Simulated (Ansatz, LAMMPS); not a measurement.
# A frame of liquid methanol from 298 K (96 atoms): geometry optimisation, part 3 of 4

Aim: bring a frame of liquid methanol from 298 K (96 atoms) to a nearby minimum of the energy and see what moves.

Ansatz 0.2.0; Kohn-Sham DFT, PBE+D3(BJ), PAW (set soft_2), plane waves.

The cell: 16 C, 16 O and 64 H. The network of contacts between molecules at the start is that of the classical potential that made the cell. The density was typed from a rule of thumb and may lie off the real one at this temperature. The Brillouin zone is sampled at Γ only, in a cell whose shortest periodic width is 10 Å.

So far, density (g/cm³): step 5 (local order after relaxation) 0.791.

## Step 6: Single point at the relaxed geometry

The electronic structure is read at the final geometry, in a run of its own.

input.yaml

```yaml
crystal:
  lattice:
    - [10.24796, 0.0, 0.0]
    - [0.0, 10.24796, 0.0]
    - [0.0, 0.0, 10.24796]
  atoms:
    - { symbol: C, position: [0.64475, 0.66659, 0.36927] }
    - { symbol: O, position: [0.58803, 0.54238, 0.39871] }
    - { symbol: H, position: [0.61705, 0.7346, 0.44695] }
    - { symbol: H, position: [0.60722, 0.70555, 0.27637] }
    - { symbol: H, position: [0.75195, 0.6617, 0.36331] }
    - { symbol: H, position: [0.61537, 0.48052, 0.32854] }
    - { symbol: C, position: [0.87099, 0.74227, 0.64801] }
    - { symbol: O, position: [0.00453, 0.76709, 0.67428] }
    - { symbol: H, position: [0.82898, 0.8296, 0.60201] }
    - { symbol: H, position: [0.8143, 0.72155, 0.73756] }
    - { symbol: H, position: [0.8569, 0.65958, 0.58054] }
    - { symbol: H, position: [0.04736, 0.68208, 0.69142] }
    - { symbol: C, position: [0.33562, 0.64493, 0.15192] }
    - { symbol: O, position: [0.23304, 0.7393, 0.14883] }
    - { symbol: H, position: [0.38143, 0.63729, 0.24884] }
    - { symbol: H, position: [0.4114, 0.66766, 0.07901] }
    - { symbol: H, position: [0.29301, 0.54989, 0.12718] }
    - { symbol: H, position: [0.27117, 0.82702, 0.16476] }
    - { symbol: C, position: [0.59082, 0.1146, 0.36535] }
    - { symbol: O, position: [0.53061, 0.99043, 0.3438] }
    - { symbol: H, position: [0.51898, 0.19006, 0.39238] }
    - { symbol: H, position: [0.63952, 0.14513, 0.27523] }
    - { symbol: H, position: [0.66464, 0.10795, 0.44312] }
    - { symbol: H, position: [0.50308, 0.9542, 0.43108] }
    - { symbol: C, position: [0.57277, 0.36707, 0.0996] }
    - { symbol: O, position: [0.66662, 0.39042, 0.19972] }
    - { symbol: H, position: [0.60954, 0.29717, 0.02658] }
    - { symbol: H, position: [0.54481, 0.45746, 0.04832] }
    - { symbol: H, position: [0.48502, 0.32591, 0.14526] }
    - { symbol: H, position: [0.74549, 0.43191, 0.15907] }
    - { symbol: C, position: [0.8656, 0.32991, 0.58935] }
    - { symbol: O, position: [0.00155, 0.32365, 0.6176] }
    - { symbol: H, position: [0.822, 0.40811, 0.64784] }
    - { symbol: H, position: [0.81595, 0.2378, 0.61463] }
    - { symbol: H, position: [0.84663, 0.35085, 0.48543] }
    - { symbol: H, position: [0.04243, 0.25739, 0.55884] }
    - { symbol: C, position: [0.11776, 0.2267, 0.12082] }
    - { symbol: O, position: [0.20526, 0.19773, 0.22583] }
    - { symbol: H, position: [0.17148, 0.24514, 0.02961] }
    - { symbol: H, position: [0.06327, 0.31514, 0.1464] }
    - { symbol: H, position: [0.04751, 0.14702, 0.10405] }
    - { symbol: H, position: [0.25461, 0.11734, 0.20295] }
    - { symbol: C, position: [0.50559, 0.58702, 0.71318] }
    - { symbol: O, position: [0.5784, 0.48337, 0.65407] }
    - { symbol: H, position: [0.54909, 0.68258, 0.69111] }
    - { symbol: H, position: [0.50754, 0.57138, 0.81914] }
    - { symbol: H, position: [0.40309, 0.58749, 0.68072] }
    - { symbol: H, position: [0.58302, 0.50056, 0.55802] }
    - { symbol: C, position: [0.41024, 0.99487, 0.04326] }
    - { symbol: O, position: [0.34788, 0.97945, 0.16825] }
    - { symbol: H, position: [0.49574, 0.9307, 0.0348] }
    - { symbol: H, position: [0.44138, 0.0963, 0.02751] }
    - { symbol: H, position: [0.33982, 0.96846, 0.96727] }
    - { symbol: H, position: [0.41838, 0.98422, 0.23829] }
    - { symbol: C, position: [0.82981, 0.59697, 0.98973] }
    - { symbol: O, position: [0.87132, 0.50742, 0.08831] }
    - { symbol: H, position: [0.75834, 0.66803, 0.02784] }
    - { symbol: H, position: [0.78378, 0.54074, 0.91103] }
    - { symbol: H, position: [0.91302, 0.65088, 0.94854] }
    - { symbol: H, position: [0.92669, 0.55713, 0.15229] }
    - { symbol: C, position: [0.32835, 0.87321, 0.5943] }
    - { symbol: O, position: [0.46503, 0.89444, 0.57292] }
    - { symbol: H, position: [0.27168, 0.96371, 0.58314] }
    - { symbol: H, position: [0.31038, 0.83249, 0.69193] }
    - { symbol: H, position: [0.29433, 0.8021, 0.52191] }
    - { symbol: H, position: [0.5006, 0.94718, 0.64727] }
    - { symbol: C, position: [0.15635, 0.50439, 0.84999] }
    - { symbol: O, position: [0.12613, 0.53216, 0.71681] }
    - { symbol: H, position: [0.07318, 0.46037, 0.90183] }
    - { symbol: H, position: [0.18079, 0.59697, 0.89812] }
    - { symbol: H, position: [0.24102, 0.43836, 0.85795] }
    - { symbol: H, position: [0.08229, 0.45439, 0.67813] }
    - { symbol: C, position: [0.34466, 0.25477, 0.65801] }
    - { symbol: O, position: [0.45845, 0.27012, 0.73799] }
    - { symbol: H, position: [0.36685, 0.20417, 0.56585] }
    - { symbol: H, position: [0.30041, 0.34977, 0.63534] }
    - { symbol: H, position: [0.27323, 0.19621, 0.71204] }
    - { symbol: H, position: [0.51034, 0.34492, 0.70185] }
    [... 12 atom lines left out ...]
    - { symbol: C, position: [0.68684, 0.03016, 0.81393] }
    - { symbol: O, position: [0.55452, 0.03483, 0.77174] }
    - { symbol: H, position: [0.75473, 0.06848, 0.73979] }
    - { symbol: H, position: [0.71224, 0.9279, 0.83273] }
    - { symbol: H, position: [0.70074, 0.08598, 0.90482] }
    - { symbol: H, position: [0.52681, 0.12843, 0.76007] }
kpoints:
  mp_grid: { grid: [1, 1, 1] }
hamiltonian:
  xc: pbe
  dispersion: d3bj
scf:
  occupations: { method: fermi_dirac, width: 0.05 }
output:
  forces: true
  stress: true
  populations: intrinsic
  dos:
    method: { smearing: { sigma: 0.1 } }
    de: 0.1
    projected: { site_lists: { C: [C], H: [H], O: [O] } }
  eigenvalues: true
  write_density: true
  write_potential: true
  volumetric_format: npy
```

Run with:

```
> ansatz run input.yaml --threads 4 --pin off --max-ram 8192MiB --backend cpu --events-out ev --progress --plain --runs-dir out
```

Numbers of over 12 decimals in the logs are rounded to 6 here.

Output:

```text
[...]
Crystal: 96 atoms, lattice volume = 1076.248 Å³
Basis set: ecut = 420 eV, 21079 PW (Γ), exchange–correlation on 144×144×144 points (8 copies of the dense FFT grid, shifted against one another)
Bands: 208, of which v1, the nominal top of the filled ones, is band 112 counted from 1 (111 counted from 0)
Symmetry: 1 space group operations
[...]
k-points: 1
[...]
SCF iter   1: F=—  HF=-14119.365767 eV  |F-HF|=—  |Δ(HF+E_count)|=         —  Δρ=3.65e-3  dr2=1.86e-1  ethr=1.77e-3  ⟨swp⟩=6.0  Hψ=965  notcnv=0  defer=33
[...]
SCF iter   9: F=-14119.322097 eV  HF=-14119.322097 eV  |F-HF|=3.83e-8  |Δ(HF+E_count)|=   1.56e-7  Δρ=2.06e-6  dr2=4.47e-8  ethr=4.46e-11  ⟨swp⟩=22.0  Hψ=1816  notcnv=0
SCF 1 converged in 9 iterations: F = -14119.322097 eV  dr2 = 4.47e-8
[...]
WARN: The input density's exchange-correlation potential varies sharply where the density is thin. Do not read a vacuum level from v_tot or v_xc, or from such a field of the output density. On a cell that repeats whose density bears no net charge and no dipole along the vacuum's axis use v_es (v_loc + v_h of the components); [...]
SCF converged after 9 iterations
Free energy (F): -14119.322097 eV
[...]
Internal energy: -14119.322097 eV  (E = F + TS)
E sigma→0 (E₀):  -14119.322097 eV
Fermi energy:    0.261972 eV
[...]
--- Forces (eV/Å), atoms counted from 1 ---
  atom   1  C      0.00276477     0.00745246    -0.00176944
  atom   2  O      0.00197476     0.00081099     0.00218496
  atom   3  H      0.00128380    -0.00448738    -0.00175809
  atom   4  H      0.00130141    -0.00418304     0.00121395
  atom   5  H     -0.00495216    -0.00122891     0.00020148
  atom   6  H     -0.00452558     0.00258382    -0.00183560
  atom   7  C      0.00303229    -0.01642993     0.00468266
  atom   8  O     -0.01966889    -0.00709600    -0.00577880
  atom   9  H     -0.00042785    -0.00699831     0.00278216
  atom  10  H      0.01553314     0.00428468    -0.02393394
  atom  11  H      0.00443013     0.02430235     0.01903469
  atom  12  H     -0.00215846     0.00116568     0.00273836
  atom  13  C      0.00497900    -0.00631894     0.00229464
  atom  14  O     -0.00273625     0.00417328     0.00124265
[...]
atom  95  H     -0.00029833     0.00149480     0.00193692
  atom  96  H     -0.00203475     0.00166897     0.00407604
  max |Σ_I F_I| component: 1.36e-4 eV/Å
--- Stress (GPa, compression-positive) ---
       -0.302719      -0.029789      -0.037850
       -0.029789      -0.231722      -0.035225
       -0.037850      -0.035225      -0.302018
  P = ⅓ Tr σ = -0.2788 GPa (-2.788 kbar)
--- Band table (eV) ---
[...]
--- intrinsic populations: 96 sites ---
  site symbol       q [e]
     0      C      4.3008
     1      O      6.5813
     2      H      0.8128
[...]
95      H      0.6330
  spilling = -0.000000 (of n_electrons = 224.000000)
```

The job ended after 3.8 s (4 threads of Intel Xeon 6975P-C (Granite Rapids), shared host; peak memory 1.1 GiB; 13 s of CPU time).

The program notes that the exchange-correlation potential is rough where the density is thin.

The run gave:

```yaml
free_energy: -14119.3221 eV
free_energy_per_atom: -147.0763 eV/atom
scf_cycles: 9
pressure: -0.2788 GPa
r_m_s_force_component: 0.00549 eV/Å
longest_force: 0.03119 eV/Å
fermi_energy: 0.262 eV
spacing_of_highest_filled_and_lowest_empty_level: 4.506 eV
```

Intrinsic-atomic-orbital charges by element:

| element | coordination | atoms | mean charge (e) | spread | least | most |
| --- | --- | --- | --- | --- | --- | --- |
| C | all | 16 | -0.303 | 0.0094 | -0.316 | -0.274 |
| H | all | 64 | 0.220 | 0.0877 | 0.135 | 0.375 |
| O | all | 16 | -0.576 | 0.0126 | -0.616 | -0.551 |

Density of states as counts of states in windows of 1 eV (from the Fermi level), total and the larger projections:

| from (eV) | to (eV) | total | O p | C p | H s | C s |
| --- | --- | --- | --- | --- | --- | --- |
| -14 | -13 | 28.8 | 4.6 | 0.8 | 9.6 | 11.7 |
| -13 | -12 | 3.2 | 0.5 | 0.1 | 1.1 | 1.3 |
| -12 | -10 | 0.0 | 0.0 | 0.0 | 0.0 | 0.0 |
| -10 | -9 | 17.9 | 8.7 | 4.2 | 4.0 | 0.3 |
| -9 | -8 | 14.1 | 6.4 | 4.0 | 3.0 | 0.2 |
| -8 | -7 | 35.5 | 9.0 | 17.1 | 8.5 | 0.0 |
| -7 | -6 | 28.5 | 8.9 | 12.7 | 6.0 | 0.0 |
| -6 | -5 | 12.3 | 3.9 | 3.8 | 3.8 | 0.0 |
| -5 | -4 | 16.0 | 8.3 | 3.0 | 3.5 | 0.0 |
| -4 | -3 | 19.5 | 14.5 | 1.6 | 2.9 | 0.0 |
| -3 | -2 | 16.2 | 12.6 | 1.1 | 2.2 | 0.0 |
| -2 | 2 | 0.0 | 0.0 | 0.0 | 0.0 | 0.0 |
| 2 | 3 | 3.3 | 0.1 | 0.4 | 1.3 | 0.5 |
| 3 | 4 | 15.9 | 0.5 | 2.5 | 5.1 | 1.4 |
| 4 | 5 | 21.8 | 0.6 | 3.2 | 6.6 | 1.6 |

Between -23 and -14 eV lie 32 more states.

The levels nearest the highest filled one (over half full), pooled over k-points and spins:

| level less the highest filled one (eV) | occupation |
| --- | --- |
| -0.644 | 2 |
| -0.576 | 2 |
| -0.544 | 2 |
| -0.506 | 2 |
| -0.419 | 2 |
| 0 | 2 |
| 4.51 | 0 |
| 5.27 | 0 |
| 5.35 | 0 |
| 5.40 | 0 |
| 5.61 | 0 |
| 5.69 | 0 |

Electrostatic potential energy in the bc plane at fractional x = 0.519, with atoms of O and H and C within 0.2 Å of it. With pseudopotentials it is smooth inside the atoms' cores, unlike the true potential.

Ten even steps from '0' (-34 eV) to '9' (4 eV), each cell a mean:
```
99999999999999999999999999999
99999999999999999999999999999
99999999999999998899999999999
98999999999999973489999999999
21466899999999971289999999998
00000786578999962148999999997
64666896431699830005689999998
89999999842786441024589999746
89999999988996466678899998613
99999999999999888999999995358
99999999999999889999999995379
99999999999999999999999999889
89999999999999999999999999866
78887468999999999999999999711
14775028999999988999999999830
01777679999999999999999999820
15888999999999999999999999951
89999999999999999999999999998
99999999999999999999999999999
99999999877899999999999999999
99999999843579999999999999999
99999999862367899999999999889
99999999986662699999999998537
99999999998886899999999998648
```
Columns run along b (10.2 Å; values clipped at the 3rd and 97th percentile), rows up along c (10.2 Å). Atoms in or near the plane, at fractional coordinates: O at (0.99, 0.34), H at (0.19, 0.39), H at (0.95, 0.43), C at (0.59, 0.71), H at (0.57, 0.82), H at (0.95, 0.65), H at (0.34, 0.70), H at (0.13, 0.76).

Valence density in the bc plane at fractional x = 0.519, with atoms of O and H and C within 0.2 Å of it. It is the smooth field of the valence electrons, not physical close to the nuclei.

Ten steps, logarithmic in the rise over the least value, from '0' (0.0 e/Å³) to '9' (6.1 e/Å³), each cell a mean:
```
11110000011111100000000001222
11000000000000000000000000011
22110000000000012210000000001
55431111110000135531000000013
88754234432101257652100000125
89876456654212357764310000136
66654356666434567776531000134
43321234555446666676531112344
21100112222346665444321135565
20000000001134543221101256764
10000000000012321100001256753
10000000000001221100000134543
21122221000001233210010112344
54345542000002455421110001366
86556763100002455421110001478
98555542000001344321110001479
86433321000001122111110001368
53211100000000000001110000235
11000000122210000000000000011
00000001355421000000000000000
10000002467643100000000000111
21110012466655310000000001233
32211001345566420000000002454
32211001223344310000000002454
```
Columns run along b (10.2 Å), rows up along c (10.2 Å). Atoms in or near the plane, at fractional coordinates: O at (0.99, 0.34), H at (0.19, 0.39), H at (0.95, 0.43), C at (0.59, 0.71), H at (0.57, 0.82), H at (0.95, 0.65), H at (0.34, 0.70), H at (0.13, 0.76).

Mean intrinsic-atomic-orbital charges: C -0.30, H +0.22, O -0.58 e. The largest share in the top eV of filled states is O p (79 % of the projected weight), and in the lowest eV of empty states H s (53 % of the projected weight).

The surroundings of O14, picked at random, nearest first, numbered as they follow in the input and with coordinates relative to it.

| atom | x | y | z | distance (Å) | bonds | intrinsic-atomic-orbital charge (e) |
| --- | --- | --- | --- | --- | --- | --- |
| O14 | 0.00 | 0.00 | 0.00 | 0.00 | 2 | -0.57 |
| H18 | 0.39 | 0.90 | 0.16 | 0.99 | 1 | 0.37 |
| C13 | 1.05 | -0.97 | 0.03 | 1.43 | 4 | -0.30 |
| H84 | -1.44 | -0.55 | 0.70 | 1.69 | 1 | 0.38 |
| H17 | 0.61 | -1.94 | -0.22 | 2.05 | 1 | 0.18 |
| H16 | 1.83 | -0.73 | -0.72 | 2.10 | 1 | 0.16 |
| H15 | 1.52 | -1.05 | 1.02 | 2.11 | 1 | 0.17 |
| O80 | -2.23 | -0.99 | 1.10 | 2.68 | 2 | -0.58 |
| O50 | 1.18 | 2.46 | 0.20 | 2.74 | 2 | -0.55 |
| H70 | -0.54 | -1.46 | -2.57 | 3.00 | 1 | 0.18 |
| H53 | 1.09 | 2.35 | -1.86 | 3.19 | 1 | 0.20 |
| H54 | 1.90 | 2.51 | 0.92 | 3.28 | 1 | 0.37 |
| H83 | -1.00 | -2.39 | 2.09 | 3.33 | 1 | 0.16 |
| C79 | -1.81 | -1.66 | 2.29 | 3.36 | 4 | -0.30 |
| C49 | 1.82 | 2.62 | -1.08 | 3.37 | 4 | -0.32 |

The column of bonds counts only the pairs H-C within 1.34 Å, H-O within 1.21 Å, C-O within 1.73 Å; other neighbours, such as metal atoms beside each other in a compound, aren't counted, and periodic images can show an atom twice.

(Continued in part 4 of 4.)

[Logs are printed without paths, hosts, clocks, repeated set-up lines and the standing remarks that a program may print on its own settings, such as how far it seeks lower states.]

[Hosts, paths, dates, database ids (printed as entryN), source tags and the programs' standing remarks are cut or masked in the printed files.]
